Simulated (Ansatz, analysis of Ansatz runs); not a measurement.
# A hop of H in CaLa2S4 (I-42d), charge +1, part 3 of 3

Wanted: path and barrier of a jump of H in CaLa2S4 (I-42d) at charge +1. The case: H turning about S, in a cell of 112 host atoms with 1 H put in.

Ansatz 0.2.0; plane-wave PAW DFT, PBEsol; nudged elastic band between two relaxed defect structures at fixed charge in a uniform background.

So far: The structure; Relaxation of the start point, charge +1; Relaxation of the end point, charge +1.

## (4) Nudged elastic band, charge +1

3 movable images are laid between the ends on a pair-potential path, which keeps atoms from colliding in the first guess. Each image feels the true force across the path and a spring force along it. The highest image is set to climb to the top of the path.

This step: plane-wave PAW DFT, PBEsol; nudged elastic band between two relaxed defect structures at fixed charge in a uniform background.

qp1_c112k1s.neb/input.yaml

```yaml
crystal:
  lattice:
    - [-8.54729057, 8.54729057, 8.59293813]
    - [8.54729057, -8.54729057, 8.59293813]
    - [8.54729057, 8.54729057, -8.59293813]
  atoms:
    - { symbol: Ca, position: [0.00286258, 0.0050468, 0.00100057] }
    - { symbol: Ca, position: [0.37458829, 0.12514869, 0.24954689] }
    - { symbol: La, position: [0.43714127, 0.24751271, 0.0601817] }
    - { symbol: La, position: [0.25238937, 0.31328624, 0.18993413] }
    - { symbol: La, position: [0.18817418, 0.37771467, 0.44038925] }
    - { symbol: La, position: [0.12256599, 0.06246754, 0.30983651] }
    - { symbol: S, position: [0.06201533, 0.18805628, 0.44896018] }
    - { symbol: S, position: [0.06293918, 0.18723353, 0.19919722] }
    - { symbol: S, position: [0.3125071, 0.26160913, 0.37414224] }
    - { symbol: S, position: [0.48776991, 0.36387455, 0.30069427] }
    - { symbol: S, position: [0.13644267, 0.43757554, 0.12442657] }
    - { symbol: S, position: [0.31244128, 0.01183137, 0.37486324] }
    - { symbol: S, position: [0.38723672, 0.43873374, 0.12602417] }
    - { symbol: S, position: [0.23822103, 0.11303201, 0.05102664] }
    - { symbol: Ca, position: [0.00021546, 0.00045945, 0.49920612] }
    - { symbol: Ca, position: [0.37416208, 0.12387703, 0.74973255] }
    - { symbol: La, position: [0.43651972, 0.24641045, 0.55924142] }
    - { symbol: La, position: [0.25145822, 0.31179605, 0.68960647] }
    - { symbol: La, position: [0.18718832, 0.37733198, 0.93962946] }
    - { symbol: La, position: [0.12292369, 0.06303504, 0.80983156] }
    - { symbol: S, position: [0.06092863, 0.1877178, 0.94836299] }
    - { symbol: S, position: [0.06251902, 0.18719452, 0.69878529] }
    - { symbol: S, position: [0.31186682, 0.26115461, 0.87416891] }
    - { symbol: S, position: [0.48634164, 0.36030206, 0.80190496] }
    - { symbol: S, position: [0.13616419, 0.43769947, 0.62430449] }
    - { symbol: S, position: [0.31237547, 0.01184308, 0.87553582] }
    - { symbol: S, position: [0.38783077, 0.43894602, 0.6277163] }
    - { symbol: S, position: [0.2385052, 0.11242454, 0.55078951] }
    - { symbol: Ca, position: [-0.00031887, 0.49916971, -0.00020294] }
    - { symbol: Ca, position: [0.37471136, 0.62501904, 0.24897928] }
    - { symbol: La, position: [0.43696821, 0.74798995, 0.06017766] }
    - { symbol: La, position: [0.25172424, 0.81270398, 0.1887343] }
    - { symbol: La, position: [0.18719415, 0.87710346, 0.43940534] }
    - { symbol: La, position: [0.1226603, 0.56190323, 0.31046996] }
    - { symbol: S, position: [0.06194193, 0.68731455, 0.44887996] }
    - { symbol: S, position: [0.06247489, 0.68611709, 0.19865521] }
    - { symbol: S, position: [0.31190831, 0.76107519, 0.37313359] }
    - { symbol: S, position: [0.48686161, 0.86409206, 0.30023559] }
    - { symbol: S, position: [0.13350998, 0.93615961, 0.12208308] }
    - { symbol: S, position: [0.31506779, 0.51334836, 0.37725691] }
    - { symbol: S, position: [0.38616273, 0.93852421, 0.1252211] }
    - { symbol: S, position: [0.23793493, 0.61287703, 0.05062097] }
    - { symbol: Ca, position: [-0.00020632, 0.49984762, 0.50005346] }
    - { symbol: Ca, position: [0.3715018, 0.62301684, 0.75167422] }
    - { symbol: La, position: [0.4361114, 0.74904035, 0.55724609] }
    - { symbol: La, position: [0.25181652, 0.81215861, 0.68938975] }
    - { symbol: La, position: [0.18620937, 0.87710338, 0.9390266] }
    - { symbol: La, position: [0.12198631, 0.56243449, 0.81038094] }
    - { symbol: S, position: [0.05931034, 0.68708586, 0.94776989] }
    - { symbol: S, position: [0.06188073, 0.68653339, 0.69859046] }
    - { symbol: S, position: [0.31144585, 0.76115223, 0.87378634] }
    - { symbol: S, position: [0.48759738, 0.86251138, 0.79998869] }
    - { symbol: S, position: [0.13588294, 0.93717932, 0.62341793] }
    - { symbol: S, position: [0.31344979, 0.51232048, 0.8762809] }
    - { symbol: S, position: [0.38699345, 0.93778794, 0.6253804] }
    - { symbol: S, position: [0.2408824, 0.6134652, 0.5521401] }
    - { symbol: Ca, position: [0.49845236, -2.219e-05, -0.00058134] }
    - { symbol: Ca, position: [0.87593427, 0.12586653, 0.25102777] }
    - { symbol: La, position: [0.93741383, 0.24810048, 0.06051176] }
    - { symbol: La, position: [0.75217397, 0.31253251, 0.19049154] }
    - { symbol: La, position: [0.68719652, 0.37720658, 0.43950387] }
    - { symbol: La, position: [0.62220836, 0.06321276, 0.30985061] }
    - { symbol: S, position: [0.56111518, 0.18817456, 0.44878371] }
    - { symbol: S, position: [0.56229824, 0.18666096, 0.19885796] }
    - { symbol: S, position: [0.8120825, 0.2614606, 0.37385486] }
    - { symbol: S, position: [0.98821717, 0.36394782, 0.30184237] }
    - { symbol: S, position: [0.63593111, 0.43670626, 0.12405121] }
    - { symbol: S, position: [0.8134571, 0.0125918, 0.37468569] }
    - { symbol: S, position: [0.88752076, 0.43827144, 0.12671993] }
    - { symbol: S, position: [0.73903429, 0.11330248, 0.05179152] }
    - { symbol: Ca, position: [0.49988416, 0.0008501, 0.4991625] }
    - { symbol: Ca, position: [0.87592665, 0.12754812, 0.74982289] }
    - { symbol: La, position: [0.93724441, 0.24793338, 0.55986188] }
    - { symbol: La, position: [0.75156378, 0.31225059, 0.68954455] }
    - { symbol: La, position: [0.68776167, 0.37511257, 0.94080127] }
    - { symbol: La, position: [0.62238293, 0.06196898, 0.80956893] }
    - { symbol: S, position: [0.56092962, 0.18612368, 0.94861983] }
    - { symbol: S, position: [0.5622903, 0.18604349, 0.69848832] }
    - { symbol: S, position: [0.8120416, 0.26078902, 0.87396612] }
    - { symbol: S, position: [0.98714206, 0.36368047, 0.8009853] }
    - { symbol: S, position: [0.63588818, 0.43813482, 0.62522824] }
    - { symbol: S, position: [0.81236915, 0.01075224, 0.87553101] }
    - { symbol: S, position: [0.88661336, 0.43783026, 0.62559979] }
    - { symbol: S, position: [0.73844781, 0.113019, 0.55026634] }
    - { symbol: Ca, position: [0.49845625, 0.49879721, 0.00111595] }
    - { symbol: Ca, position: [0.87451009, 0.6241849, 0.25046201] }
    - { symbol: La, position: [0.93827755, 0.74603302, 0.06242208] }
    - { symbol: La, position: [0.75200487, 0.81209122, 0.18908458] }
    - { symbol: La, position: [0.68662767, 0.87794128, 0.43684319] }
    - { symbol: La, position: [0.62282265, 0.56288018, 0.31017167] }
    - { symbol: S, position: [0.56198475, 0.68912783, 0.44859235] }
    - { symbol: S, position: [0.56234106, 0.68681523, 0.19823531] }
    - { symbol: S, position: [0.81209296, 0.76109145, 0.37323999] }
    - { symbol: S, position: [0.98739873, 0.86327923, 0.3002857] }
    - { symbol: S, position: [0.6353463, 0.93765074, 0.12376024] }
    - { symbol: S, position: [0.8132643, 0.51256213, 0.37653916] }
    - { symbol: S, position: [0.8867869, 0.93729163, 0.12440129] }
    - { symbol: S, position: [0.73806081, 0.61149456, 0.05128269] }
    - { symbol: Ca, position: [0.4999956, 0.49729694, 0.49762707] }
    - { symbol: Ca, position: [0.87437835, 0.62254286, 0.74680795] }
    - { symbol: La, position: [0.93785893, 0.74761174, 0.55937564] }
    - { symbol: La, position: [0.7551494, 0.81872703, 0.68443873] }
    - { symbol: La, position: [0.68718629, 0.88181299, 0.94411249] }
    - { symbol: La, position: [0.61921829, 0.55417256, 0.81307029] }
    - { symbol: S, position: [0.56200204, 0.68805105, 0.9478739] }
    - { symbol: S, position: [0.56459257, 0.6852801, 0.6978729] }
    - { symbol: S, position: [0.80973709, 0.7581578, 0.87017475] }
    - { symbol: S, position: [0.98653981, 0.86476498, 0.80061043] }
    - { symbol: S, position: [0.63632757, 0.93811132, 0.62292536] }
    - { symbol: S, position: [0.81240336, 0.51151005, 0.87663612] }
    - { symbol: S, position: [0.88804385, 0.94044654, 0.62345741] }
    - { symbol: S, position: [0.73850319, 0.61423651, 0.55173792] }
    - { symbol: H, position: [0.68716481, 0.71749364, 0.77979476] }
total_charge: 1
basis:
  ecutwfc: 420
  xc_grid: 2
hamiltonian:
  xc: pbesol
kpoints:
  mp_grid: { grid: [1, 1, 1], shift: [0.25, 0.25, 0.25] }
scf:
  occupations: { method: fixed }
  max_iter: 120
output:
  forces: true
neb:
  images: 3
  f_tol: 0.04
  climbing: true
  initial_path: idpp
  max_iterations: 45
  order_check: false
  final_atoms:
    - { symbol: Ca, position: [-0.00021065, 0.0002967, -3.681e-05] }
    - { symbol: Ca, position: [0.37480114, 0.12510941, 0.24964753] }
[... 24 atom lines left out ...]
    - { symbol: S, position: [0.38754062, 0.44266894, 0.62909567] }
[... 16 atom lines left out ...]
    - { symbol: Ca, position: [0.36789892, 0.62617603, 0.75504077] }
    - { symbol: La, position: [0.43464795, 0.74778319, 0.55689166] }
[... 35 atom lines left out ...]
    - { symbol: S, position: [0.63496575, 0.43810472, 0.623959] }
[... 17 atom lines left out ...]
    - { symbol: Ca, position: [0.50371868, 0.49859265, 0.49173155] }
[... 2 atom lines left out ...]
    - { symbol: La, position: [0.75440854, 0.81423508, 0.68823173] }
    - { symbol: La, position: [0.68820989, 0.87875375, 0.94281647] }
    - { symbol: La, position: [0.62807461, 0.56240809, 0.81560736] }
    - { symbol: S, position: [0.56075834, 0.68680001, 0.94680939] }
    - { symbol: S, position: [0.56128616, 0.68204737, 0.6946789] }
    - { symbol: S, position: [0.8113486, 0.7615829, 0.873551] }
[... 5 atom lines left out ...]
    - { symbol: H, position: [0.46309225, 0.56241144, 0.65056586] }
```

Run with:

```sh
$ ansatz run input.yaml --threads 4 --pin off --max-ram 14131MiB --backend cpu --events-out ev --progress --plain --runs-dir out
```

The log of the run:

```text
Warning: neb: disabling space-group detection — the band's intermediate images generally break the endpoint symmetry, so the full k-mesh is solved, and no spatial operation symmetrises the density, except that a semilocal band can use its path's symmetry [...]
[...]
NEB image 0
Crystal: 113 atoms, lattice volume = 2511.069 Å³
Basis set: ecut = 420 eV, 49093 PW (Γ), exchange–correlation on 200×200×200 points (8 copies of the dense FFT grid, shifted against one another)
Bands: 561, of which v1, the nominal top of the filled ones, is band 448 counted from 1 (447 counted from 0)
Symmetry: 1 space group operations
k-points: 1
[...]
SCF iter   1: F=—  HF=-282769.544996 eV  |F-HF|=—  |Δ(HF+E_count)|=         —  Δρ=5.59e-3  dr2=1.20e0  ethr=1.77e-3  ⟨swp⟩=6.0  Hψ=1733  notcnv=0  defer=107
[...]
SCF iter   8: F=-282769.326047 eV  HF=-282769.326047 eV  |F-HF|=1.41e-8  |Δ(HF+E_count)|=   7.10e-8  Δρ=8.07e-7  dr2=3.16e-8  ethr=1.12e-11  ⟨swp⟩=4.0  Hψ=1893  notcnv=0
SCF 1 converged in 8 iterations: F = -282769.326047 eV  dr2 = 3.16e-8
[...]
NSCF: frozen V_eff on 1 k-points
NEB image 4
[...]
SCF 2 converged in 8 iterations: F = -282769.355339 eV  dr2 = 2.59e-8
[...]
NEB end point (image 0): max|allowed force component| = 4.773e-3 eV/Å (the criterion of neb.relax_end_points is 1.000e-2)
NEB end point (image 4): max|allowed force component| = 1.322e-2 eV/Å (the criterion of neb.relax_end_points is 1.000e-2)
NEB image 1
[...]
SCF 3 converged in 8 iterations: F = -282768.591665 eV  dr2 = 2.68e-8
NEB image 2
[...]
SCF 4 converged in 8 iterations: F = -282768.130147 eV  dr2 = 3.81e-8
NEB image 3
[...]
SCF 5 converged in 8 iterations: F = -282768.767508 eV  dr2 = 2.28e-8
NEB iter   1: max|band force component| = 3.155e0 eV/Å  barrier→ = 1.1959 eV  barrier← = 1.2252 eV  Δτ_max = 0.2000 Å  (40 SCF iters)
[... from here on, the SCF cycles and remarks between the steps are left out, and one step in 2 is shown ...]
NEB iter   2: max|band force component| = 1.035e0 eV/Å  barrier→ = 1.2501 eV  barrier← = 1.2794 eV  Δτ_max = 0.1944 Å  (24 SCF iters)
NEB iter   4: max|band force component| = 6.208e-1 eV/Å  barrier→ = 0.3932 eV  barrier← = 0.4225 eV  CI = image 2  Δτ_max = 0.1964 Å  (21 SCF iters)
NEB iter   6: max|band force component| = 2.745e-1 eV/Å  barrier→ = 0.2715 eV  barrier← = 0.3008 eV  CI = image 2  Δτ_max = 0.1982 Å  (21 SCF iters)
NEB iter   8: max|band force component| = 8.795e-2 eV/Å  barrier→ = 0.2423 eV  barrier← = 0.2716 eV  CI = image 2  Δτ_max = 0.0292 Å  (17 SCF iters)
NEB iter  10: max|band force component| = 2.482e-2 eV/Å  barrier→ = 0.2396 eV  barrier← = 0.2689 eV  CI = image 2  Δτ_max = 0.0000 Å  (15 SCF iters)
SCF converged after 5 iterations
Free energy (F): -282769.086404 eV
[...]
Internal energy: -282769.086404 eV  (E = F + TS)
E sigma→0 (E₀):  -282769.086404 eV
Fermi energy:    8.650823 eV
[...]
--- Forces (eV/Å), atoms counted from 1 ---
  atom   1  Ca     0.00179015    -0.00093183     0.00291434
  atom   2  Ca    -0.00109273    -0.00056262     0.00192224
  [... 24 atoms left out ...]
  atom  27  S      0.00226593    -0.00244880     0.00720244
  [... 16 atoms left out ...]
  atom  44  Ca    -0.00199593    -0.00026054    -0.00199957
  [... 54 atoms left out ...]
  atom  99  Ca     0.00057418     0.00042146    -0.00268071
  [... 2 atoms left out ...]
  atom 102  La     0.00410439    -0.00141067    -0.00458364
  atom 103  La    -0.00403465     0.00557280    -0.00322287
  atom 104  La     0.00240686    -0.00781998     0.00658739
  atom 105  S      0.00371647     0.00074240    -0.00043538
  atom 106  S     -0.00375776     0.00466288    -0.00563668
  atom 107  S     -0.00268485    -0.00273475    -0.00106135
  [... 5 atoms left out ...]
  atom 113  H     -0.00448634     0.00631190     0.00000905
  max |Σ_I F_I| component: 3.03e-5 eV/Å
--- Band table (eV) ---
[...]
this run last wrote the band of iteration 10 to <dir>
--- NEB band (5 images, 10 band iterations, 218 SCF iterations) ---
  forward barrier  = 0.239643 eV
  backward barrier = 0.268934 eV
  climbing image's point = of an order that was not read
  energies are F+E_penalty+E_count in eV, relative to image 0
  image     s (Å)  Δ vs image 0  max|band force component| (eV/Å)
      0    0.0000      0.000000                                 —
      1    1.2652      0.020433                          2.482e-2
  *   2    2.5303      0.239643                          9.288e-3
      3    3.0483      0.103297                          5.070e-3
      4    3.5662     -0.029292                                 —
  climbing-image geometry (image 2):
  cell:  # Å, volume = 2511.0688 Å³
    - [-8.54729057, 8.54729057, 8.59293813]
    - [8.54729057, -8.54729057, 8.59293813]
    - [8.54729057, 8.54729057, -8.59293813]
  atoms:
    - { symbol: Ca, position: [0.000463, 0.000780, 0.000410] }
    - { symbol: Ca, position: [0.375289, 0.125243, 0.249774] }
    - { symbol: La, position: [0.437383, 0.246794, 0.059209] }
    - { symbol: La, position: [0.250421, 0.311299, 0.187070] }
    - { symbol: La, position: [0.188885, 0.378941, 0.440576] }
    - { symbol: La, position: [0.124340, 0.063952, 0.311576] }
    - { symbol: S, position: [0.063382, 0.189518, 0.450182] }
    - { symbol: S, position: [0.063256, 0.187285, 0.199362] }
    - { symbol: S, position: [0.313779, 0.262871, 0.374221] }
    - { symbol: S, position: [0.487884, 0.361950, 0.297012] }
    - { symbol: S, position: [0.136009, 0.437298, 0.123598] }
    - { symbol: S, position: [0.313823, 0.013049, 0.376018] }
    - { symbol: S, position: [0.387049, 0.438405, 0.125378] }
    - { symbol: S, position: [0.238440, 0.112496, 0.050424] }
    - { symbol: Ca, position: [0.000782, 0.001035, 0.500285] }
    - { symbol: Ca, position: [0.374758, 0.124491, 0.749869] }
    - { symbol: La, position: [0.438485, 0.248510, 0.560802] }
    - { symbol: La, position: [0.252473, 0.312789, 0.690162] }
    - { symbol: La, position: [0.187011, 0.377242, 0.939169] }
    - { symbol: La, position: [0.122798, 0.062697, 0.810171] }
    - { symbol: S, position: [0.060702, 0.187275, 0.948190] }
    - { symbol: S, position: [0.063072, 0.187320, 0.699025] }
    - { symbol: S, position: [0.311877, 0.260979, 0.873688] }
    - { symbol: S, position: [0.487699, 0.361704, 0.802845] }
    - { symbol: S, position: [0.136980, 0.438475, 0.624830] }
    - { symbol: S, position: [0.313309, 0.011877, 0.875541] }
[...]
- { symbol: Ca, position: [0.000325, 0.500289, 0.000397] }
    - { symbol: Ca, position: [0.374381, 0.624310, 0.247922] }
    - { symbol: La, position: [0.437690, 0.748504, 0.060961] }
    - { symbol: La, position: [0.251577, 0.813230, 0.188575] }
    - { symbol: La, position: [0.187202, 0.877607, 0.439233] }
    - { symbol: La, position: [0.120921, 0.561601, 0.308948] }
[...]
- { symbol: Ca, position: [0.000533, 0.500701, 0.500562] }
    - { symbol: Ca, position: [0.371268, 0.624759, 0.752216] }
    - { symbol: La, position: [0.431401, 0.748851, 0.551828] }
    - { symbol: La, position: [0.251954, 0.812468, 0.689371] }
[...]
- { symbol: Ca, position: [0.500245, 0.000332, 0.000157] }
    - { symbol: Ca, position: [0.877031, 0.127083, 0.252589] }
[...]
- { symbol: Ca, position: [0.500866, 0.002114, 0.499726] }
    - { symbol: Ca, position: [0.875649, 0.126592, 0.750059] }
[...]
- { symbol: Ca, position: [0.498481, 0.498848, 0.001067] }
    - { symbol: Ca, position: [0.875827, 0.625231, 0.250868] }
[...]
- { symbol: La, position: [0.623535, 0.563104, 0.309222] }
[...]
- { symbol: Ca, position: [0.496948, 0.491953, 0.484773] }
    - { symbol: Ca, position: [0.873477, 0.625569, 0.750022] }
    - { symbol: La, position: [0.937741, 0.747908, 0.560299] }
    - { symbol: La, position: [0.755036, 0.816454, 0.689264] }
    - { symbol: La, position: [0.691506, 0.881577, 0.947850] }
    - { symbol: La, position: [0.627432, 0.559408, 0.820689] }
[...]
- { symbol: S, position: [0.986597, 0.863836, 0.801064] }
    - { symbol: S, position: [0.635451, 0.936352, 0.622904] }
    - { symbol: S, position: [0.813410, 0.511789, 0.877584] }
    - { symbol: S, position: [0.887238, 0.939213, 0.625816] }
    - { symbol: S, position: [0.737126, 0.613476, 0.550918] }
    - { symbol: H, position: [0.536465, 0.589774, 0.665388] }
```

Run time: 46 min. Hardware: 4 threads of Arm Neoverse V2, shared host; peak memory 8.4 GiB.

Images along the path:

```csv
image,path (Å),energy (eV),"H113: x, y, z (Å)"
0,0.000,0.0000,"6.924, 6.406, 5.369"
1,1.265,0.0204,"5.975, 5.695, 5.081"
2,2.530,0.2396,"6.143, 5.232, 3.960"
3,3.048,0.1033,"6.286, 5.007, 3.558"
4,3.566,-0.0293,"6.409, 4.712, 3.222"
```

This step gave:

| Property | Result |
| --- | --- |
| free energy | -282769.0864 eV |
| barrier forward | 0.2396 eV |
| barrier backward | 0.2689 eV |
| end less start | -0.02929 eV |
| hop length | 2.783 Å |

Track of the atom that was set to move:

```csv
image,x (Å),y (Å),z (Å),nearest neighbour,distance (Å)
0,6.924,6.406,5.369,S,1.602
1,5.975,5.695,5.081,S,1.405
2,6.143,5.232,3.96,S,1.386
3,6.286,5.007,3.558,S,1.453
4,6.409,4.712,3.222,S,1.606
```

The band met its tolerance of 0.04 eV/Å after 10 iterations, with image 2 on top (the start counts as 0). H113, which moves farthest between the ends, has 2 S at 1.60 Å nearest at the start and 1 S at 1.39 Å at the top. Between images 0 and 1 a bond changes partner or an atom moves over 0.9 Å. No image samples that step, so along this band the top may lie higher.

## (5) Summary of results

| Property | Result |
| --- | --- |
| barrier forward | 0.24 eV (in doubt, see below) |
| barrier backward | 0.27 eV |
| end less start | -0.03 eV |
| hop length | 2.78 Å |
| band iterations, as the log counts them | 10 |

What this shows: The top of the band lies 0.24 eV above the start and 0.27 eV above the end. Between images 0 and 1 a bond changes partner or an atom moves over 0.9 Å. No image samples that step, so along this band the top may lie higher. For hydrogen, zero-point energy and tunnelling change the rate much, so no rate follows from this barrier alone. At the top H113 stands 1.39 Å from its nearest S, 0.22 Å closer than at the start. The order of the top as a saddle was not checked for all atoms, so a bent path could be lower. No image-charge correction is applied; it largely cancels along a path if the charge stays localised alike. Keep in mind: one k-point off the zone centre stands for the whole zone; spin–orbit coupling, which can matter with heavy atoms, is left out.

[Long decimals in the printed logs are rounded to 6 places.]

[Repeated set-up lines and some long k-point lines are left out of the logs, and relaxed atomic positions are cut to six decimals.]

[Logs are printed without paths, hosts, clocks, repeated set-up lines and the standing remarks that a program may print on its own settings, such as how far it seeks lower states.]

[Hosts, paths, dates, database ids (printed as entryN), source tags and the programs' standing remarks are cut or masked in the printed files.]
